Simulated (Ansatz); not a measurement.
# H2O on Nb(110), shortbridge start, 2x2 cell: photoemission fingerprints

What would XPS and UPS show for H2O on Nb(110), shortbridge start, 2x2 cell?

Calculated with Ansatz 0.2.0; DFT, PBE, plane-wave PAW, default files, scalar-relativistic.

### 1. The structure

The cell holds 4 atoms: 4 Nb. Cell: a = 3.310 Å, b = 2.867 Å, c = 22.022 Å, α = 90.0°, β = 90.0°, γ = 54.7°. It derives from Nb. Vacuum lies along c.

### 2. The clean face

The clean face is the reference for what the added atoms change.

input.yaml reads:

```yaml
crystal:
  lattice:
    - [3.31, 0.0, 0.0]
    - [1.655, 2.3405234457, 0.0]
    - [0.0, 0.0, 22.0215703372]
  atoms:
    - { symbol: Nb, position: [0.0, 0.0, 0.659424833] }
    - { symbol: Nb, position: [0.5, 0.0, 0.553141611] }
    - { symbol: Nb, position: [0.0, 0.0, 0.446858389] }
    - { symbol: Nb, position: [0.5, 0.0, 0.340575167] }
kpoints:
  mp_grid: { grid: [16, 16, 1] }
scf:
  occupations: { method: fermi_dirac, width: 0.05 }
  n_extra_bands: 12
hamiltonian:
  xc: pbe
  pseudopotentials: { kind: paw }
output:
  forces: true
  write_potential: true
  volumetric_format: []
  dos:
    projected: true
    de: 0.05
    e_range: [-30, 12]
    method: { smearing: { sigma: 0.1, scheme: gaussian } }
efield:
  axis: 3
  dipole_correction: true
relax:
  f_tol: 0.03
  max_steps: 50
  constraints: [{ sites: [2, 3] }]
```

Run with:

```bash
$ ansatz run input.yaml --threads 8 --pin off --max-ram 20480MiB --backend cpu --events-out ev --progress --plain --runs-dir out
```

Numbers of over 12 decimals in the logs are rounded to 6 here.

The program printed:

```text
scf.n_extra_bands = 12 over 26 filled bands (N_el = 52.0): the run solves 38 bands
Engine: ansatz 0.2.0, aarch64-unknown-linux-gnu
Pseudopotentials: kind: paw
Pseudopotential: Nb, paw, valence charge 13, recommended cutoff 420 eV (normal), Nb.paw.azcp
Functional definition: PBE
  parameter kappa = 0.804
  parameter beta = 0.066725
  exchange = pbe_x(kappa = kappa, mu = beta*pi^2/3)
  correlation = pbe_c(beta = beta)
Crystal: 4 atoms, lattice volume = 170.604 Å³
Basis set: ecut = 420 eV, 3347 PW (Γ), exchange–correlation on 48×40×300 points (8 copies of the dense FFT grid, shifted against one another)
Bands: 38, of which v1, the nominal top of the filled ones, is band 26 counted from 1 (25 counted from 0)
Symmetry: 4 space group operations
k-points: 73 of 256
Non-local potential: Nb, projectors of the file, l = 0: 3, l = 1: 2, l = 2: 2, l = 3: 1
PAW form: soft (Blöchl's): semilocal exchange-correlation on the pseudo side does not see the compensation charge
PAW one-centre angular grid: Nb, 590 points (default); XC on 64 Gauss nodes
Initial density: superposition of atomic densities (neutral atoms: chi_scale 0, normalization atom), corrected by the library's trained network
Initial wavefunctions: pseudopotential atomic-orbital guess
Functional: x = pbe(κ = 0.804, μ = 0.219515), c = pbe(β = 0.066725)
SCF iter   1: F=—  HF=-18207.215434 eV  |F-HF|=—  |Δ(HF+E_count)|=         —  Δρ=1.05e-2  dr2=3.48e0  ethr=1.77e-3  p=0.000 e·Å  D=1.42e-13 V/Å  ΔV_dip=-0.00 eV  dr2_dipole=2.90e-6  V_vac-E_F(+/−)=4.88/4.88 eV  ⟨swp⟩=7.4  Hψ=11995  notcnv=0  defer=36
efield: sawtooth ramp at fractional position 0.9500 (placed from the atoms, in the widest stretch of the axis that holds none; the zero of the levels goes with the place), width 0.1000; the density the first Hamiltonian is built on has a dipole p = 0.000 e·Å; the dipole correction subtracts the counter field D = 1.42e-13 V/Å, which shifts the + side's vacuum level by -0.00 eV against the − side's; the planar-averaged density in the ramp window peaks in size at 2.9e-5 e/Å³
preconditioner: auto → LDOS  [metal: Δε(μ)=0.003 eV  Ē_g=4.469 eV  σ=0.050 eV  W_gap=0.01  n_scr=14 (ndim 8)  ℏωp=12.7 eV  f_vac=0.492  D(μ)=4.91/eV (n_scr^D=16)  β→1.0]
SCF iter   2: F=—  HF=-18207.107963 eV  |F-HF|=—  |Δ(HF+E_count)|=   1.07e-1  Δρ=3.13e-3  dr2=1.68e-1  ethr=1.77e-3  p=-0.000 e·Å  D=-4.61e-7 V/Å  ΔV_dip=0.00 eV  dr2_dipole=1.10e-6  V_vac-E_F(+/−)=4.48/4.48 eV  ⟨swp⟩=1.9  Hψ=3644  notcnv=0  defer=169
SCF iter   3: F=—  HF=-18207.104220 eV  |F-HF|=—  |Δ(HF+E_count)|=   3.74e-3  Δρ=7.89e-4  dr2=1.03e-2  ethr=3.22e-4  p=-0.000 e·Å  D=-2.34e-6 V/Å  ΔV_dip=0.00 eV  dr2_dipole=1.99e-7  V_vac-E_F(+/−)=4.55/4.55 eV  ⟨swp⟩=2.0  Hψ=3087  notcnv=0  defer=239
SCF iter   4: F=—  HF=-18207.103559 eV  |F-HF|=—  |Δ(HF+E_count)|=   6.61e-4  Δρ=1.85e-4  dr2=1.20e-4  ethr=1.97e-5  p=0.000 e·Å  D=6.84e-7 V/Å  ΔV_dip=-0.00 eV  dr2_dipole=2.99e-9  V_vac-E_F(+/−)=4.53/4.53 eV  ⟨swp⟩=2.0  Hψ=3257  notcnv=0  defer=240
iter 5 did not close the SCF: its close was put off for the readings that it lacked (scf_convergence_deferred on its scf_iter line)
SCF iter   5: F=-18207.103558 eV  HF=-18207.103557 eV  |F-HF|=1.06e-6  |Δ(HF+E_count)|=   2.18e-6  Δρ=3.83e-5  dr2=4.32e-6  ethr=2.30e-7  p=0.000 e·Å  D=3.85e-7 V/Å  ΔV_dip=-0.00 eV  dr2_dipole=1.67e-10  V_vac-E_F(+/−)=4.53/4.53 eV  ⟨swp⟩=2.0  Hψ=3462  notcnv=0  defer=238
SCF iter   6: F=-18207.103560 eV  HF=-18207.103561 eV  |F-HF|=5.83e-7  |Δ(HF+E_count)|=   3.66e-6  Δρ=1.23e-5  dr2=1.02e-6  ethr=8.30e-9  p=0.000 e·Å  D=2.96e-7 V/Å  ΔV_dip=-0.00 eV  dr2_dipole=1.65e-12  V_vac-E_F(+/−)=4.53/4.53 eV  ⟨swp⟩=13.7  Hψ=23623  notcnv=0
SCF 1 converged in 6 iterations: F = -18207.103560 eV  dr2 = 1.02e-6
  greatest PAW one-centre occupation: 0.998 electrons in one spin orbital (limit 2), on the Nb atom at site 1 (counted from 0), in its partial waves of l = 0
relax step   1: F+E_penalty+E_count = -18207.10356019 eV  Δ(F+E_penalty+E_count) = +0.000e0 eV  max|allowed force component| = 4.081e-1 eV/Å  Δτ_max = 0.0000 Å  (6 SCF iters, dr2 threshold 2.25e-5 eV, accepted)
Initial density: handed on by an earlier stage of this run
Initial wavefunctions: those handed on with the density
iter 1 solved again at ethr=1.91e-3 eV; its pass at ethr=3.10e-3 eV (dr2=9.96e-1 eV) is discarded
SCF iter   1: F=—  HF=-18207.172202 eV  |F-HF|=—  |Δ(HF+E_count)|=         —  Δρ=1.13e-2  dr2=9.46e-1  ethr=1.91e-3  p=0.000 e·Å  D=2.65e-7 V/Å  ΔV_dip=-0.00 eV  dr2_dipole=9.20e-3  V_vac-E_F(+/−)=4.57/4.57 eV  ⟨swp⟩=1.0  Hψ=10262  notcnv=0  defer=191
efield: sawtooth ramp at fractional position 0.9500 (handed on by an earlier solve), width 0.1000; the density the first Hamiltonian is built on has a dipole p = 0.000 e·Å; the dipole correction subtracts the counter field D = 2.65e-7 V/Å, which shifts the + side's vacuum level by -0.00 eV against the − side's; the planar-averaged density in the ramp window peaks in size at 8.9e-6 e/Å³
preconditioner: auto → LDOS  [metal: Δε(μ)=0.016 eV  Ē_g=4.562 eV  σ=0.050 eV  W_gap=0.08  n_scr=14 (ndim 8)  ℏωp=12.7 eV  f_vac=0.498  D(μ)=4.79/eV (n_scr^D=14)  β→1.0]
SCF iter   2: F=—  HF=-18207.121776 eV  |F-HF|=—  |Δ(HF+E_count)|=   5.04e-2  Δρ=5.05e-3  dr2=1.87e-1  ethr=1.82e-3  p=0.012 e·Å  D=1.24e-2 V/Å  ΔV_dip=-0.27 eV  dr2_dipole=1.62e-3  V_vac-E_F(+/−)=4.26/4.53 eV  ⟨swp⟩=2.2  Hψ=3834  notcnv=0  defer=194
SCF iter   3: F=—  HF=-18207.107786 eV  |F-HF|=—  |Δ(HF+E_count)|=   1.40e-2  Δρ=1.83e-3  dr2=2.53e-2  ethr=3.59e-4  p=0.005 e·Å  D=4.81e-3 V/Å  ΔV_dip=-0.11 eV  dr2_dipole=1.66e-3  V_vac-E_F(+/−)=4.44/4.55 eV  ⟨swp⟩=2.8  Hψ=4238  notcnv=0  defer=235
SCF iter   4: F=—  HF=-18207.104443 eV  |F-HF|=—  |Δ(HF+E_count)|=   3.34e-3  Δρ=3.85e-4  dr2=5.27e-4  ethr=4.86e-5  p=0.005 e·Å  D=5.75e-3 V/Å  ΔV_dip=-0.13 eV  dr2_dipole=1.27e-5  V_vac-E_F(+/−)=4.42/4.54 eV  ⟨swp⟩=2.4  Hψ=4315  notcnv=0  defer=248
SCF iter   5: F=—  HF=-18207.104356 eV  |F-HF|=—  |Δ(HF+E_count)|=   8.69e-5  Δρ=1.10e-4  dr2=3.97e-5  ethr=1.01e-6  p=0.005 e·Å  D=5.71e-3 V/Å  ΔV_dip=-0.13 eV  dr2_dipole=2.86e-6  V_vac-E_F(+/−)=4.42/4.54 eV  ⟨swp⟩=2.5  Hψ=3863  notcnv=0  defer=249
SCF iter   6: F=-18207.104366 eV  HF=-18207.104372 eV  |F-HF|=5.31e-6  |Δ(HF+E_count)|=   1.54e-5  Δρ=3.19e-5  dr2=6.20e-6  ethr=2.00e-8  p=0.005 e·Å  D=5.53e-3 V/Å  ΔV_dip=-0.12 eV  dr2_dipole=2.10e-6  V_vac-E_F(+/−)=4.42/4.54 eV  ⟨swp⟩=17.6  Hψ=24612  notcnv=0
SCF 2 converged in 6 iterations: F = -18207.104366 eV  dr2 = 6.20e-6
  Residual-converged pass: ⟨swp⟩=1.0  Hψ=3066  notcnv=0  max |occ|·‖R‖ = 7.0e-9 eV (tolerance 1.0e-8 eV)  dr2=6.20e-6  dr2_onsite=3.37e-8  max |Δocc| = 2.6e-10
relax step   2: F+E_penalty+E_count = -18207.10436626 eV  Δ(F+E_penalty+E_count) = -8.061e-4 eV  max|allowed force component| = 5.159e-1 eV/Å  Δτ_max = 0.1926 Å  (6 SCF iters, dr2 threshold 1.04e-5 eV, accepted)
iter 1 solved again at ethr=4.84e-4 eV; its pass at ethr=3.10e-3 eV (dr2=2.52e-1 eV) is discarded
SCF iter   1: F=—  HF=-18207.143814 eV  |F-HF|=—  |Δ(HF+E_count)|=         —  Δρ=5.45e-3  dr2=2.55e-1  ethr=4.84e-4  p=0.005 e·Å  D=5.53e-3 V/Å  ΔV_dip=-0.12 eV  dr2_dipole=3.56e-3  V_vac-E_F(+/−)=4.40/4.52 eV  ⟨swp⟩=1.5  Hψ=9172  notcnv=0  defer=232
efield: sawtooth ramp at fractional position 0.9500 (handed on by an earlier solve), width 0.1000; the density the first Hamiltonian is built on has a dipole p = 0.005 e·Å; the dipole correction subtracts the counter field D = 5.53e-3 V/Å, which shifts the + side's vacuum level by -0.12 eV against the − side's; the planar-averaged density in the ramp window peaks in size at 6.3e-6 e/Å³
preconditioner: auto → LDOS  [metal: Δε(μ)=0.012 eV  Ē_g=4.486 eV  σ=0.050 eV  W_gap=0.06  n_scr=14 (ndim 8)  ℏωp=12.7 eV  f_vac=0.494  D(μ)=5.45/eV (n_scr^D=36)  β→1.0]
SCF iter   2: F=—  HF=-18207.130361 eV  |F-HF|=—  |Δ(HF+E_count)|=   1.35e-2  Δρ=1.94e-3  dr2=1.78e-2  ethr=4.84e-4  p=-0.000 e·Å  D=-1.48e-4 V/Å  ΔV_dip=0.00 eV  dr2_dipole=6.94e-6  V_vac-E_F(+/−)=4.55/4.55 eV  ⟨swp⟩=2.2  Hψ=3440  notcnv=0  defer=232
SCF iter   3: F=—  HF=-18207.129132 eV  |F-HF|=—  |Δ(HF+E_count)|=   1.23e-3  Δρ=9.44e-4  dr2=7.11e-3  ethr=3.42e-5  p=0.003 e·Å  D=3.26e-3 V/Å  ΔV_dip=-0.07 eV  dr2_dipole=8.46e-4  V_vac-E_F(+/−)=4.46/4.54 eV  ⟨swp⟩=3.3  Hψ=5442  notcnv=0  defer=234
SCF iter   4: F=—  HF=-18207.128123 eV  |F-HF|=—  |Δ(HF+E_count)|=   1.01e-3  Δρ=2.94e-4  dr2=6.74e-4  ethr=1.37e-5  p=0.003 e·Å  D=2.72e-3 V/Å  ΔV_dip=-0.06 eV  dr2_dipole=9.12e-5  V_vac-E_F(+/−)=4.48/4.54 eV  ⟨swp⟩=1.9  Hψ=3340  notcnv=0  defer=235
SCF iter   5: F=—  HF=-18207.128085 eV  |F-HF|=—  |Δ(HF+E_count)|=   3.77e-5  Δρ=5.31e-5  dr2=2.83e-5  ethr=1.30e-6  p=0.002 e·Å  D=2.55e-3 V/Å  ΔV_dip=-0.06 eV  dr2_dipole=5.80e-6  V_vac-E_F(+/−)=4.48/4.54 eV  ⟨swp⟩=2.1  Hψ=3300  notcnv=0  defer=235
SCF iter   6: F=-18207.128085 eV  HF=-18207.128086 eV  |F-HF|=8.02e-7  |Δ(HF+E_count)|=   5.49e-7  Δρ=1.38e-5  dr2=1.02e-6  ethr=3.20e-8  p=0.002 e·Å  D=2.60e-3 V/Å  ΔV_dip=-0.06 eV  dr2_dipole=3.11e-7  V_vac-E_F(+/−)=4.48/4.54 eV  ⟨swp⟩=16.8  Hψ=23319  notcnv=0
SCF 3 converged in 6 iterations: F = -18207.128085 eV  dr2 = 1.02e-6
relax step   3: F+E_penalty+E_count = -18207.12808502 eV  Δ(F+E_penalty+E_count) = -2.372e-2 eV  max|allowed force component| = 1.889e-2 eV/Å  Δτ_max = 0.0912 Å  (6 SCF iters, dr2 threshold 1.66e-5 eV, accepted)
iter 1 solved again at ethr=1.95e-9 eV; its pass at ethr=3.10e-3 eV (dr2=1.01e-6 eV) is discarded
SCF iter   1: F=—  HF=-18207.128060 eV  |F-HF|=—  |Δ(HF+E_count)|=         —  Δρ=1.38e-5  dr2=1.01e-6  ethr=1.95e-9  p=0.002 e·Å  D=2.60e-3 V/Å  ΔV_dip=-0.06 eV  dr2_dipole=3.09e-7  V_vac-E_F(+/−)=4.48/4.54 eV  ⟨swp⟩=1.0  Hψ=7300  notcnv=0
efield: sawtooth ramp at fractional position 0.9500 (handed on by an earlier solve), width 0.1000; the density the first Hamiltonian is built on has a dipole p = 0.002 e·Å; the dipole correction subtracts the counter field D = 2.60e-3 V/Å, which shifts the + side's vacuum level by -0.06 eV against the − side's; the planar-averaged density in the ramp window peaks in size at 6.4e-6 e/Å³
preconditioner: auto → LDOS  [metal: Δε(μ)=0.029 eV  Ē_g=4.486 eV  σ=0.050 eV  W_gap=0.14  n_scr=14 (ndim 8)  ℏωp=12.7 eV  f_vac=0.494  D(μ)=5.21/eV (n_scr^D=28)  β→1.0]
SCF iter   2: F=—  HF=-18207.128086 eV  |F-HF|=—  |Δ(HF+E_count)|=   2.62e-5  Δρ=9.91e-6  dr2=6.47e-7  ethr=1.95e-9  p=0.002 e·Å  D=2.60e-3 V/Å  ΔV_dip=-0.06 eV  dr2_dipole=8.65e-8  V_vac-E_F(+/−)=4.48/4.54 eV  ⟨swp⟩=2.3  Hψ=4094  notcnv=0
SCF iter   3: F=-18207.128086 eV  HF=-18207.128086 eV  |F-HF|=5.06e-8  |Δ(HF+E_count)|=   3.89e-8  Δρ=2.74e-6  dr2=5.69e-8  ethr=1.92e-10  p=0.002 e·Å  D=2.62e-3 V/Å  ΔV_dip=-0.06 eV  dr2_dipole=2.22e-8  V_vac-E_F(+/−)=4.48/4.54 eV  ⟨swp⟩=9.7  Hψ=19853  notcnv=0
SCF 4 converged in 3 iterations: F = -18207.128086 eV  dr2 = 5.69e-8
relax step   4: F+E_penalty+E_count = -18207.12808600 eV  Δ(F+E_penalty+E_count) = -9.782e-7 eV  max|allowed force component| = 1.875e-2 eV/Å  Δτ_max = 0.0000 Å  (3 SCF iters, accepted)
NSCF: frozen V_eff on 73 k-points
the band table was solved once a step of the walk had ended and its energy, with any forces and stress, was formed, with the checks that follow a solve (14229 applications of the Hamiltonian). They found nothing against the state; the energy, forces and stress were not computed again (output.eigenvalues in the input reference)
WARN: The output density's exchange-correlation potential varies sharply where the density is thin. Do not read a vacuum level from v_tot or v_xc, or from such a field of the output density. On a cell that repeats whose density bears no net charge and no dipole along the vacuum's axis use v_es (v_loc + v_h of the components); under efield.dipole_correction with no amplitude use v_es + v_field, which holds any externa [...]
SCF converged after 3 iterations
Free energy (F): -18207.128086 eV
Harris-Foulkes:  -18207.128086 eV  (|F-HF|=5.06e-8)
Internal energy: -18207.084410 eV  (E = F + TS)
E sigma→0 (E₀):  -18207.106248 eV
Entropy (-TS):   -0.043676 eV (-10.919 meV/atom)
Fermi energy:    5.103069 eV
Dipole field:    D = 0.002408 V/Å  (p = 0.002270 e·Å, saw-weighted, corrected)
Work function:   Φ+ = 4.4815 eV   Φ− = 4.5345 eV
Levels:          The Fermi level and band energies are counted from a zero that moves with the ramp; work functions are not
--- Per-component energies (eV) ---
  E_band       = -934.143978
  E_kinetic    = 1574.491829
  E_local      = -42885.475369  (includes V_loc(G=0)·N_el)
  E_nonlocal   = 481.648018
  E_hartree    = 20586.978629
  E_xc         = -699.150896
  E_vxc        = -847.723706  (∫ρ·V_xc dr)
  E_paw        = -12293.976255  (= ΣΔE_a)
  E_vpaw       = -431.038016  (= ΣTr[D̂ρ^β])
  E_aug_tail   = 0.000026  (compensation charges beyond the density's cutoff)
  E_efield     = 0.000003  (sawtooth field / dipole correction)
  E_vefield    = 0.002798  (∫n·V_field dr)
  E_ewald      = 15028.399606
  E_smearing   = -0.043676  (= −TS)
  E_closure    = 0.000000  (closes the sum)
  Σ components = -18207.128086   (vs F -18207.128086, Δ=0.00e0)
--- Forces (eV/Å), atoms counted from 1 ---
  atom   1  Nb     0.00000000     0.00000000     0.01341343
  atom   2  Nb     0.00000000    -0.00000000    -0.01874588
  atom   3  Nb     0.00000000    -0.00000000    -0.44294197
  atom   4  Nb     0.00000000     0.00000000     0.44835748
  max |Σ_I F_I| component: 8.30e-5 eV/Å
--- Band table (eV; the first three rows and the last of 73) ---
  k-point 0: bands = [... 22 lower, 4.5642, 4.6255, 4.7963, 5.1996, 5.3026, 5.6885, 5.7676, 6.8096, ... 8 higher]
  k-point 1: bands = [... 22 lower, 4.6241, 4.7066, 4.8528, 5.2880, 5.3458, 5.5984, 5.6077, 6.3471, ... 8 higher]
  k-point 2: bands = [... 22 lower, 4.5666, 4.9256, 5.0520, 5.1626, 5.2192, 5.4645, 5.5752, 5.7569, ... 8 higher]
  k-point 72: bands = [... 22 lower, 3.9948, 4.4507, 4.5160, 4.5972, 5.1601, 5.1754, 5.3398, 6.8803, ... 8 higher]
--- Relaxed structure (4 steps of the walk, 4 accepted, 0 SCFs on fresh bases) ---
  F+E_penalty+E_count = -18207.12808600 eV   max|allowed force component| = 1.875e-2 eV/Å
  atoms:
    - { symbol: Nb, position: [1.2027483061053307e-18, -2.4054966122106615e-18, 0.654819] }
    - { symbol: Nb, position: [0.5, 2.8929792253028433e-19, 0.553696] }
    - { symbol: Nb, position: [0.0, 0.0, 0.446858389] }
    - { symbol: Nb, position: [0.5, 0.0, 0.340575167] }
```

Wall time 23 s (8 threads of Arm Neoverse V1, shared host); peak memory 0.86 GiB; 2.6 min of CPU time.

Relaxation path:

```tsv
step	energy less that of the first step (eV)	largest force component (eV/Å)
1	0.0000	0.4081
2	-0.0008	0.5159
3	-0.0245	0.0189
4	-0.0245	0.0187
```

The run keeps the 4 symmetry operations that it works with, so distortions that break them were not tested.

The atoms that moved most (Å):

```tsv
atom	dx	dy	dz	length
Nb1	0.000	0.000	-0.101	0.101
Nb2	0.000	0.000	0.012	0.012
```

This step gave:

- free energy: -18207.1281 eV
- energy at zero smearing: -18207.1062 eV
- smearing term TS: 0.04368 eV
- Fermi energy: 5.103 eV
- symmetry operations: 4
- zero of energy: Fermi level
- share of occupied states in no projected shell: 0.0074 of the occupied states in the window
- DOS at the Fermi level: 5.204 states/eV/cell
- work function, upper face: 4.479 eV
- work function, lower face: 4.537 eV

The DOS has structure finer than the step of the table below, so its rows give means over 2 eV, whole bins alone (the curve runs from -30.0 to 3.02 eV). Peaks (eV: height): total -2.7: 6.11, -1.5: 8.36, -0.5: 7.30, 1.7: 4.70; Nb 4d -2.4: 5.05, -1.5: 8.11, -0.5: 6.23, 1.7: 4.15; Nb 5s -3.4: 1.41, -2.7: 1.05, -0.5: 0.848, 0.1: 0.748; Nb 5p* 0.2: 0.340, 0.8: 0.302, 1.2: 0.310, 1.5: 0.378.

* holds the states left over by the projection beside any projected weight of its own. DOS against E, zero at the Fermi level; means over each step; values in states/eV/cell:

```tsv
E (eV)	total	Nb 4d	Nb 5s	Nb 5p*	Nb 4p
-8	0	0	0	0	0
-6	0.0640	5.4e-4	0.0622	0.00118	0
-4	1.47	0.806	0.631	0.0318	0
-2	5.31	4.79	0.425	0.0987	0
0	5.09	4.36	0.513	0.216	0
2	4.59	4.12	0.231	0.239	0
```

Maxima picked by a test of local sharpness, so broad peaks and shoulders can be missing; peaks within 0.45 eV of a curve's cut are left out. Valence peaks, by row:

```tsv
photon energy (eV)	binding energy (eV)	height (% of the maximum within 13 eV)	main shell	its share (%)
21.2	2.5	68.32	Nb 4d	99.76
21.2	1.3	100	Nb 4d	99.91
100	2.8	99.86	Nb 5s	60.38
100	0.5	100	Nb 4d	56.37
900	2.5	70.4	Nb 4d	95.82
900	1.3	100	Nb 4d	99.04
1487	2.5	72.02	Nb 4d	92.97
1487	1.3	100	Nb 4d	98.38
8048	2.8	100	Nb 5s	61.22
8048	0.5	98.86	Nb 4d	55.65
```

From the Fermi level. The planar mean, electrostatic potential by z:

```tsv
z (Å)	planar mean, electrostatic potential (eV)
0.0	4.51
0.5	4.52
1.0	4.53
1.5	4.54
2.0	4.54
2.5	4.54
3.0	4.54
3.5	4.53
4.0	4.51
4.5	4.47
5.0	4.31
5.5	3.84
6.0	2.46
6.5	-1.64
7.0	-13.3
7.5	-21.6
8.0	-12.9
8.5	-1.81
9.0	-4.12
9.5	-17.0
10.0	-20.4
10.5	-8.39
11.0	-1.02
11.5	-7.48
12.0	-19.8
12.5	-17.8
13.0	-5.12
13.5	-3.20
14.0	-15.1
14.5	-21.4
15.0	-11.1
15.5	-0.662
16.0	2.75
16.5	3.90
17.0	4.29
17.5	4.42
18.0	4.46
18.5	4.47
19.0	4.48
19.5	4.48
20.0	4.48
20.5	4.48
21.0	4.48
21.5	4.49
```

Recipe: projected DOS times atomic cross section and asymmetry factor (linear light, 0° from the polarisation), occupied states only, Fermi edge at 300 K, a Lorentzian width of 0.05 eV growing by 0.03 eV per eV of binding energy, and a resolution of 0.6 eV. Each atom is damped by exp[−depth/(λ cos θ)], θ = 0° from the normal, λ from the universal curve. Curves are cut 10 eV under the photon energy, above any shell that the free atom's threshold puts out of reach, or at the lower edge of the window: 11.2 eV at 21.2 eV, 30 eV at 100 eV, 30 eV at 900 eV, 30 eV at 1486.7 eV and 30 eV at 8047.8 eV. Matrix elements of the solid and inelastic losses aren't modelled, nor non-dipole terms, which matter above 3 keV.

Share of each shell in the spectrum's area (%), by photon energy:

```tsv
shell	21.2 eV	100 eV	900 eV	1486.7 eV	8047.8 eV
Nb 5s	0.2	31.8	2.7	3.9	17.7
Nb 4p	0.0	39.7	30.4	40.6	67.0
Nb 4d	99.8	28.1	66.7	55.3	15.0
```

The window's lower edge cuts through Nb 4p, so the shares at energies that reach it are artefacts of the cut.

Cross sections used, in Mb an electron:

```tsv
shell	21.2 eV	100 eV	900 eV	1486.7 eV	8047.8 eV
Nb 5s	0.024	0.014	4.8e-4	2.0e-4	7.0e-6
Nb 4p	-	0.070	0.0068	0.0026	4.0e-5
Nb 4d	5.1	0.023	0.0026	6.5e-4	1.8e-6
```

At the Fermi level the DOS is 5.20 states/eV a cell, and on the broadened curves Nb 4d holds 85 % of the total there.

[end of part 1 of 5]

[Logs are printed without paths, hosts, clocks, repeated set-up lines and the standing remarks that a program may print on its own settings, such as how far it seeks lower states.]

[Hosts, paths, dates, database ids (printed as entryN), source tags and the programs' standing remarks are cut or masked in the printed files.]

[Maps of the electrostatic potential energy from Ansatz leave out the sawtooth potential of an applied field or a dipole correction, so their vacuum need not be flat; work functions include it.]
